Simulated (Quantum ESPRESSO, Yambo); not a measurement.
**MgH2 (P4_2/mnm): G0W0 in Yambo against the bands**

How does the gap of MgH2 (P4_2/mnm) converge in the bands?

Main program and level: Yambo 5.3.0; PBE and many-body steps on it, plane waves.

This is a report of a sequence of runs, with most program output left out.

## 1. Starting point

The structure is tetragonal, space group P4_2/mnm (No. 136). Conventional cell: a = 4.517 Å, b = 4.517 Å, c = 3.020 Å, α = 90.00°, β = 90.00°, γ = 90.00°. Nearest to Mg lie 6 H at 1.95 Å. Nearest to H lie 3 Mg at 1.95 Å. Farther neighbours are not listed.

Structure file:

```xyz
6
Lattice="4.5168 0.0000 0.0000 0.0000 4.5168 0.0000 0.0000 0.0000 3.0205" Properties=species:S:1:pos:R:3 pbc="T T T"
Mg    0.0000    0.0000    0.0000
Mg    2.2584    2.2584    1.5102
H     1.3821    1.3821    0.0000
H     0.8763    3.6405    1.5102
H     3.1347    3.1347    0.0000
H     3.6405    0.8763    1.5102
```

The cell and positions come from the Crystallography Open Database and are kept as given unless a step says otherwise.

## 2. 34 bands

This step: Yambo 5.3.0; G0W0 on PBE, plane waves, norm-conserving pseudopotentials.

G0W0 replaces the xc potential by the self-energy, built once from these orbitals. Only a window of levels is corrected, while the sums run over the empty bands that the input names.

gw1.in reads:

```
HF_and_locXC
gw0
dyson
ppa
em1d
rim_cut
RandQpts= 1000000
RandGvec= 1 RL
EXXRLvcs= 76 Ry
VXCRLvcs= 304 Ry
Chimod= "HARTREE"
% BndsRnXp
 1 | 34 |
%
NGsBlkXp= 12 Ry
% LongDrXp
 1 | 1 | 1 |
%
% GbndRnge
 1 | 34 |
%
DysSolver= "n"
ExtendOut
PPAPntXp= 27.21138 eV
% QPkrange
 4 | 4 | 11 | 14 |
 18 | 18 | 11 | 14 |
 21 | 21 | 11 | 14 |
 1 | 1 | 11 | 14 |
%
```

Command:

```sh
$ OMP_NUM_THREADS=2 mpirun -n 4 yambo -F gw1.in -J gw1 -C gw1 > gw1.log
```

Wall time 45 s (4 MPI ranks of AMD EPYC 7R43, shared host); peak memory 1.9 GiB; 5.3 min of CPU time.

Numbers from this step:

* G0W0 gap on the mesh: 5.834 eV
* starting gap on the mesh: 3.895 eV
* k of the valence top: 0, 0.25, 0
* k of the conduction bottom: -0.5, -0.5, -0.5
* least direct G0W0 gap on the computed points: 6.668 eV
* Z at the valence top: 0.7863
* Z at the conduction bottom: 0.8266

The gap on the mesh goes from 3.90 eV to 5.83 eV, a correction of +1.94 eV.

## 3. 61 bands

gw2.in, as its differences from gw1.in of step 2:

```diff
@@ -12,3 +12,3 @@
 % BndsRnXp
- 1 | 34 |
+ 1 | 61 |
 %
@@ -19,3 +19,3 @@
 % GbndRnge
- 1 | 34 |
+ 1 | 61 |
 %
```

Command:

```sh
$ OMP_NUM_THREADS=2 mpirun -n 4 yambo -F gw2.in -J gw2 -C gw2 > gw2.log
```

The job ended after 91 s (4 MPI ranks; peak memory 1.9 GiB; 11 min of CPU time).

This step gave:

```yaml
g0w0_gap_on_the_mesh: 5.862 eV
starting_gap_on_the_mesh: 3.895 eV
k_of_the_valence_top: 0, 0.25, 0
k_of_the_conduction_bottom: -0.5, -0.5, -0.5
least_direct_g0w0_gap_on_the_computed_points: 6.691 eV
z_at_the_valence_top: 0.7860
z_at_the_conduction_bottom: 0.8247
```

Against the run before, the gap moves by +0.028 eV.

## 4. 112 bands

gw3.in, as its differences from gw2.in of step 3:

```diff
@@ -12,3 +12,3 @@
 % BndsRnXp
- 1 | 61 |
+ 1 | 112 |
 %
@@ -19,3 +19,3 @@
 % GbndRnge
- 1 | 61 |
+ 1 | 112 |
 %
```

Command:

```sh
$ OMP_NUM_THREADS=2 mpirun -n 4 yambo -F gw3.in -J gw3 -C gw3 > gw3.log
```

Elapsed: 2.7 min, on 4 MPI ranks; peak memory 1.9 GiB; 20 min of CPU time.

Numbers from this step:

| Item | Value |
| --- | --- |
| G0W0 gap on the mesh | 5.915 eV |
| starting gap on the mesh | 3.895 eV |
| k of the valence top | 0, 0.25, 0 |
| k of the conduction bottom | -0.5, -0.5, -0.5 |
| least direct G0W0 gap on the computed points | 6.736 eV |

Against the run before, the gap moves by +0.054 eV.

## 5. 195 bands

gw4.in, as its differences from gw3.in of step 4:

```diff
@@ -12,3 +12,3 @@
 % BndsRnXp
- 1 | 112 |
+ 1 | 195 |
 %
@@ -19,3 +19,3 @@
 % GbndRnge
- 1 | 112 |
+ 1 | 195 |
 %
```

Command:

```sh
$ OMP_NUM_THREADS=2 mpirun -n 4 yambo -F gw4.in -J gw4 -C gw4 > gw4.log
```

Elapsed: 5 min, on 4 MPI ranks; peak memory 2.5 GiB; 35 min of CPU time.

Numbers from this step:

```
G0W0 gap on the mesh                         : 5.961 eV
starting gap on the mesh                     : 3.895 eV
k of the valence top                         : 0, 0.25, 0
k of the conduction bottom                   : -0.5, -0.5, -0.5
least direct G0W0 gap on the computed points : 6.765 eV
```

Against the run before, the gap moves by +0.045 eV.

## 6. 295 bands

gw5.in, as its differences from gw4.in of step 5:

```diff
@@ -12,3 +12,3 @@
 % BndsRnXp
- 1 | 195 |
+ 1 | 295 |
 %
@@ -19,3 +19,3 @@
 % GbndRnge
- 1 | 195 |
+ 1 | 295 |
 %
```

Command:

```sh
$ OMP_NUM_THREADS=2 mpirun -n 4 yambo -F gw5.in -J gw5 -C gw5 > gw5.log
```

The job ended after 7.2 min (4 MPI ranks; peak memory 3.3 GiB).

Numbers from this step:

```yaml
g0w0_gap_on_the_mesh: 5.972 eV
starting_gap_on_the_mesh: 3.895 eV
k_of_the_valence_top: 0, 0.25, 0
k_of_the_conduction_bottom: -0.5, -0.5, -0.5
least_direct_g0w0_gap_on_the_computed_points: 6.771 eV
```

Against the run before, the gap moves by +0.011 eV.

## 7. 407 bands

gw6.in, as its differences from gw5.in of step 6:

```diff
@@ -12,3 +12,3 @@
 % BndsRnXp
- 1 | 295 |
+ 1 | 407 |
 %
@@ -19,3 +19,3 @@
 % GbndRnge
- 1 | 295 |
+ 1 | 407 |
 %
```

Command:

```sh
$ OMP_NUM_THREADS=2 mpirun -n 4 yambo -F gw6.in -J gw6 -C gw6 > gw6.log
```

Elapsed: 9.6 min, on 4 MPI ranks; peak memory 4.1 GiB; 70 min of CPU time.

Numbers from this step:

* G0W0 gap on the mesh: 5.973 eV
* starting gap on the mesh: 3.895 eV
* k of the valence top: 0, 0.25, 0
* k of the conduction bottom: -0.5, -0.5, -0.5
* least direct G0W0 gap on the computed points: 6.770 eV

Against the run before, the gap moves by +0.001 eV.

## 8. The runs together

Times are wall times on 4 MPI ranks of AMD EPYC 7R43, shared host, good to a factor of about two.

| run | mesh | bands | screening cutoff (eV) | DFT gap (eV) | gap on the mesh (eV) | direct (eV) | time |
| --- | --- | --- | --- | --- | --- | --- | --- |
| 34 bands | 4×4×4 | 34 | 163.3 | 3.895 | 5.834 | 6.668 | 45 s |
| 61 bands | 4×4×4 | 61 | 163.3 | 3.895 | 5.862 | 6.691 | 91 s |
| 112 bands | 4×4×4 | 112 | 163.3 | 3.895 | 5.915 | 6.736 | 2.7 min |
| 195 bands | 4×4×4 | 195 | 163.3 | 3.895 | 5.961 | 6.765 | 5 min |
| 295 bands | 4×4×4 | 295 | 163.3 | 3.895 | 5.972 | 6.771 | 7.2 min |
| 407 bands | 4×4×4 | 407 | 163.3 | 3.895 | 5.973 | 6.770 | 9.6 min |

## 9. Outcome

```json
{"34 bands": "5.834 eV", "61 bands": "5.862 eV", "112 bands": "5.915 eV", "195 bands": "5.961 eV", "295 bands": "5.972 eV", "407 bands": "5.973 eV", "known limits": "not at the basis limit; coarse k mesh"}
```

**Reading.** The setting moved: bands. From 34 bands to 407 bands the gap moves by +0.14 eV, for 13 times the time. It holds to 0.03 eV from 195 bands on. Bands and screening cutoff are coupled, so a series along one setting does not show full convergence. Bands and cutoff are finite, so the gap is not at the basis limit. The miss can reach some tenths of an eV and take either sign; the mesh is an error of its own. A denser mesh or path gives a starting gap of 3.76 eV: the GW mesh misses a band edge, so its gaps are not the fundamental one. The 4×4×4 mesh is coarse for this cell, which bears on the long-range parts of exchange and screening.

[Paths, hosts, dates, memory and timing lines, banners, echoed tables and standing remarks are left out of the program output.]

[Logs are printed without paths, hosts, clocks, repeated set-up lines and the standing remarks that a program may print on its own settings, such as how far it seeks lower states.]

[Runs of the session that timed out or met a known fault of the program may be left out.]

[Hosts, paths, dates, database ids (printed as entryN), source tags and the programs' standing remarks are cut or masked in the printed files.]
